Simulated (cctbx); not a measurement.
# Lattice, Laue class and space group of a new crystal

Cell: a = 9.8310 Å, b = 9.0000 Å, c = 13.4140 Å, α = 90.00°, β = 90.00°, γ = 90.00°. Expected content of the cell: I8 Te4 S20 O8.

Simulated single-crystal data (cctbx): Cu Kα, λ = 1.54184 Å, to d = 0.83 Å, 95 % of the full sphere, strongest reflection 20000 counts, noise from counting, a 6 % proportional error and a noise floor of 2 counts (s.d.); no absorption.

A first pass over the reflections prints:

```text
8201 reflections to d = 0.830 A
centring   violations  <I/sigma> of those
    A       3235 of  4092      9.7
    B       3272 of  4140      9.7
    C       3387 of  4110     10.1
    I       3090 of  4088      9.0
    R       4394 of  5475      9.8
    F       4947 of  6171      9.8
Laue class    unique    Rint  (classes that these axes allow; Friedel mates merged)
P -1             4323   0.039
P 1 2/m 1        2321   0.047
P 1 1 2/m        2274   0.047
P 2/m 1 1        2310   0.048
P m m m          1286   0.052
space group    extra absences  I>4sigma  <I/sigma>
P 2 2 2                 0          0         -  acentric
P 2 2 21               16          0       0.3  acentric
P 21 2 2               12          0      -0.3  acentric
P 2 21 2               10          0       0.6  acentric
P 21 21 2              22          0       0.1  acentric
P 2 21 21              26          0       0.4  acentric
P 21 2 21              28          0       0.0  acentric
P 21 21 21             38          0       0.2  acentric
P m m 2                 0          0         -  acentric
P 2 m m                 0          0         -  acentric
P m 2 m                 0          0         -  acentric
P 21 m a              198          0      -0.1  acentric
P m 2 a               198          0      -0.1  acentric
P n m 21              264          0       0.1  acentric
P n 21 m              264          0       0.1  acentric
P n 21 a              462          0       0.0  acentric
P m m m                 0          0         -  centric
P m m a               198          0      -0.1  centric
P n m m :1            264          0       0.1  centric
P n m m :2            264          0       0.1  centric
P n m a               462          0       0.0  centric
Wilson B = 0.52 A^2   <|E^2-1|> = 0.899 (0.968 centric, 0.736 acentric)   E^2>4: 3.8 %
shell (A)         n   <I/sigma>
13.42 - 1.66    185     22.4
 1.66 - 1.32    173     23.3
 1.32 - 1.15    155     22.8
 1.15 - 1.05    165     24.6
 1.05 - 0.97    153     21.8
 0.97 - 0.91    153     20.6
 0.91 - 0.87    159     21.5
 0.87 - 0.83    143     21.2
```

**Question.** What are the lattice type, the Laue class and the likely space group?

Every centring test has many violations, so the lattice is primitive.

Rint stays low (0.039 to 0.052) up to P m m m, the highest class in these axes.

21 settings pass the absence test. The most absences obeyed, 462, belong to P n 21 a and P n m a, which absences can't tell apart.

⟨|E²−1|⟩ = 0.899 leans to a centrosymmetric structure. The Wilson B of 0.52 Å² means U ≈ 0.0066 Å².

The true group is Pnma (no. 62), Laue class mmm, centrosymmetric. The tables only narrow the choice to the tied entries; cell content, site symmetry and trial solutions must settle it.

The model was made for the exercise: a known structure type with other elements put in, its volume estimated, not relaxed; displacement parameters are assumed.

[Logs are printed without paths, hosts, clocks, repeated set-up lines and the standing remarks that a program may print on its own settings, such as how far it seeks lower states.]
